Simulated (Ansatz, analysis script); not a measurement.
# Magnetovolume effects in FePt (Tetraferroplatinum), part 2 of 2

Aim: follow the moments and energy of FePt (Tetraferroplatinum) as the cell is scaled, from three starts.

Ansatz 0.2.0; PBE, PAW set soft_1.

So far, largest spin moment in the atom's sphere (μB): step 2 (starting state) 2.96; step 4 (factor 0.82, typed moments) 2.47; step 5 (factor 0.82, starting moments cut to 30 %) 2.47.

## (6) Factor 0.94, starting moments cut to 30 %

Level of this step: Ansatz DFT, collinear, cell scaled evenly; PBE, PAW set soft_1; PAW set soft_1 (Ansatz).

The density is converged from the given moments; the state reached depends on that start.

input.yaml reads:

```yaml
crystal:
  lattice:
    - [2.66790277, 0.0, 0.0]
    - [0.0, 2.66790277, 0.0]
    - [0.0, 0.0, 3.64406032]
  atoms:
    - { symbol: Fe, position: [0.0, 0.0, 0.0], spin: 0.84 }
    - { symbol: Pt, position: [0.5, 0.5, 0.5] }
magnetization:
  spin_polarized: true
kpoints:
  mp_grid: { grid: [15, 15, 11] }
hamiltonian:
  xc: pbe
  pseudopotentials: { kind: paw, azcp: { folder: soft_1 } }
scf:
  occupations: { method: fermi_dirac, width: 0.05 }
  max_iter: 120
  convergence: { dr2_threshold: 1.0e-08 }
  lower_state_search: "off"
basis:
  ecutwfc: 420.0
output:
  stress: true
```

Started as:

```sh
> ansatz run input.yaml --threads 1 --pin off --max-ram 2560MiB --backend cpu --events-out ev --progress --plain --runs-dir out
```

Numbers of over 12 decimals in the logs are rounded to 6 here.

Log:

```text
[...]
Crystal: 2 atoms, lattice volume = 25.937 Å³
Basis set: ecut = 420 eV, 505 PW (Γ)
Bands: 22, of which v1, the nominal top of the filled ones, is band 17 counted from 1 (16 counted from 0)
Symmetry: 16 space group operations
[...]
k-points: 216 of 2475
[...]
Internal energy: -17005.535305 eV  (E = F + TS)
E sigma→0 (E₀):  -17005.539876 eV
Entropy (-TS):   -0.009141 eV (-4.570 meV/atom)
Fermi energy:    22.146290 eV
[...]
--- Stress (GPa, compression-positive) ---
       18.741495       0.000000       0.000000
        0.000000      18.741495       0.000000
        0.000000       0.000000      20.244854
  P = ⅓ Tr σ = 19.2426 GPa (192.426 kbar)
[key lines of the parts left out:]
SCF converged after 22 iterations
Magnetization: 3.1834 μB (18.5917 up, 15.4083 down)
Free energy (F): -17005.544446 eV
```

It took 26 s on 1 thread of Arm Neoverse V2, shared host; peak memory 0.42 GiB.

It ends ferromagnetic, with 2.84 μB on the largest site.

Between step 5 and this run (scale 0.94) the value for the largest spin moment in the atom's sphere moves from 2.47 μB to 2.84 μB (+15 %).

## (7) Factor 1, no spin

input.yaml, the sections that differ from step 6:

```yaml
crystal:
  lattice:
    - [2.7235, 0.0, 0.0]
    - [0.0, 2.7235, 0.0]
    - [0.0, 0.0, 3.72]
  atoms:
    - { symbol: Fe, position: [0.0, 0.0, 0.0] }
    - { symbol: Pt, position: [0.5, 0.5, 0.5] }
scf:
  occupations: { method: fermi_dirac, width: 0.05 }
  max_iter: 120
  convergence: { dr2_threshold: 1.0e-08 }
# kpoints, hamiltonian, basis, output: as in step 6
# magnetization: removed
```

Log:

```text
[...]
Crystal: 2 atoms, lattice volume = 27.593 Å³
Basis set: ecut = 420 eV, 545 PW (Γ)
Bands: 21, of which v1, the nominal top of the filled ones, is band 17 counted from 1 (16 counted from 0)
Symmetry: 16 space group operations
[...]
k-points: 216 of 2475
[...]
SCF converged after 10 iterations
Free energy (F): -17004.923750 eV
[...]
Internal energy: -17004.888247 eV  (E = F + TS)
E sigma→0 (E₀):  -17004.905999 eV
Entropy (-TS):   -0.035502 eV (-17.751 meV/atom)
Fermi energy:    20.371442 eV
[...]
--- Stress (GPa, compression-positive) ---
      -14.169100       0.000000       0.000000
        0.000000     -14.169100       0.000000
        0.000000       0.000000     -10.763492
  P = ⅓ Tr σ = -13.0339 GPa (-130.339 kbar)
```

Run time: 7.1 s. Hardware: 1 thread; peak memory 0.37 GiB.

This is the reference without moments at this size.

## (8) Factor 1.06, no spin

input.yaml, as its differences from that of step 7:

```diff
@@ -2,5 +2,5 @@
   lattice:
-    - [2.7235, 0.0, 0.0]
-    - [0.0, 2.7235, 0.0]
-    - [0.0, 0.0, 3.72]
+    - [2.77691552, 0.0, 0.0]
+    - [0.0, 2.77691552, 0.0]
+    - [0.0, 0.0, 3.7929597]
   atoms:
```

Log:

```text
[...]
Crystal: 2 atoms, lattice volume = 29.248 Å³
Basis set: ecut = 420 eV, 569 PW (Γ)
Bands: 21, of which v1, the nominal top of the filled ones, is band 17 counted from 1 (16 counted from 0)
Symmetry: 16 space group operations
[...]
k-points: 216 of 2475
[...]
SCF converged after 10 iterations
Free energy (F): -17004.736597 eV
[...]
Internal energy: -17004.696430 eV  (E = F + TS)
E sigma→0 (E₀):  -17004.716514 eV
Entropy (-TS):   -0.040166 eV (-20.083 meV/atom)
Fermi energy:    18.883373 eV
[...]
--- Stress (GPa, compression-positive) ---
      -23.659168      -0.000000       0.000000
       -0.000000     -23.659168      -0.000000
        0.000000      -0.000000     -20.336478
  P = ⅓ Tr σ = -22.5516 GPa (-225.516 kbar)
```

The job ended after 7.5 s (1 thread; peak memory 0.38 GiB).

This is the reference without moments at this size.

## (9) Factor 1.2, no spin

input.yaml, as its differences from that of step 8:

```diff
@@ -2,5 +2,5 @@
   lattice:
-    - [2.77691552, 0.0, 0.0]
-    - [0.0, 2.77691552, 0.0]
-    - [0.0, 0.0, 3.7929597]
+    - [2.89415061, 0.0, 0.0]
+    - [0.0, 2.89415061, 0.0]
+    - [0.0, 0.0, 3.95308988]
   atoms:
```

Log:

```text
[...]
Crystal: 2 atoms, lattice volume = 33.112 Å³
Basis set: ecut = 420 eV, 641 PW (Γ)
Bands: 21, of which v1, the nominal top of the filled ones, is band 17 counted from 1 (16 counted from 0)
Symmetry: 16 space group operations
[...]
k-points: 216 of 2475
[...]
SCF converged after 13 iterations
Free energy (F): -17004.033633 eV
[...]
Internal energy: -17003.981762 eV  (E = F + TS)
E sigma→0 (E₀):  -17004.007698 eV
Entropy (-TS):   -0.051871 eV (-25.936 meV/atom)
Fermi energy:    15.994781 eV
[...]
--- Stress (GPa, compression-positive) ---
      -34.687110      -0.000000       0.000000
       -0.000000     -34.687110      -0.000000
        0.000000      -0.000000     -32.011180
  P = ⅓ Tr σ = -33.7951 GPa (-337.951 kbar)
```

The job ended after 9.2 s (1 thread; peak memory 0.39 GiB).

This is the reference without moments at this size.

The other 21 runs of this kind were made alike; their results stand in the table below.

## (10) Side runs that gave no result

| changed | outcome |
| --- | --- |
| magnetization | cut off at the time limit |

## (11) All sizes

```tsv
factor	E typed (meV/atom)	E small	E no spin	largest moment, typed (μB)	small	state, typed	state, small
0.82	501.5	501.5	576.0	2.47	2.47	ferromagnetic	ferromagnetic
0.88	210.8	210.8	389.5	2.70	2.70	ferromagnetic	ferromagnetic
0.94	56.5	56.5	333.6	2.84	2.84	ferromagnetic	ferromagnetic
0.97	18.3	18.3	341.1	2.90	2.90	ferromagnetic	ferromagnetic
1	0.7	0.7	366.8	2.95	2.95	ferromagnetic	ferromagnetic
1.03	0.0	0.0	407.5	3.01	3.01	ferromagnetic	ferromagnetic
1.06	13.3	13.3	460.4	3.07	3.07	ferromagnetic	ferromagnetic
1.12	73.3	73.3	594.3	3.16	3.16	ferromagnetic	ferromagnetic
1.2	204.5	204.5	811.9	3.24	3.24	ferromagnetic	ferromagnetic
```

## (12) Outcome

| Quantity | Value |
| --- | --- |
| lowest run | factor 1.03, typed moments |
| largest moment, typed start | 2.47 μB at 0.82 to 3.24 μB at 1.2 |
| gain by magnetism | 74.5 to 607.4 meV/atom |

From a factor of 0.82 to 1.2 the largest moment goes from 2.5 to 3.24 μB. The moment grows with the cell, as narrower bands favour. Site moments are taken in spheres that grow with the cell. Both magnetic starts, which share one pattern of signs, end on one state at every size; other orders were not tried. Without spin the lowest energy lies at 0.94, under the magnetic state's 1.03: moments expand the cell. The cell's shape and the atoms were not relaxed. The 27 scaled-cell runs took 8.5 min of wall time, added up.

[Logs and program files are shortened in this print: banners, set-up blocks, solver, clock and traceback lines can be left out without a mark of their own.]

[Logs are printed without paths, hosts, clocks, repeated set-up lines and the standing remarks that a program may print on its own settings, such as how far it seeks lower states.]

[Hosts, paths, dates, database ids (printed as entryN), source tags and the programs' standing remarks are cut or masked in the printed files.]

[Where the input sets lower_state_search to off, the program did not look for lower states, so one may exist.]
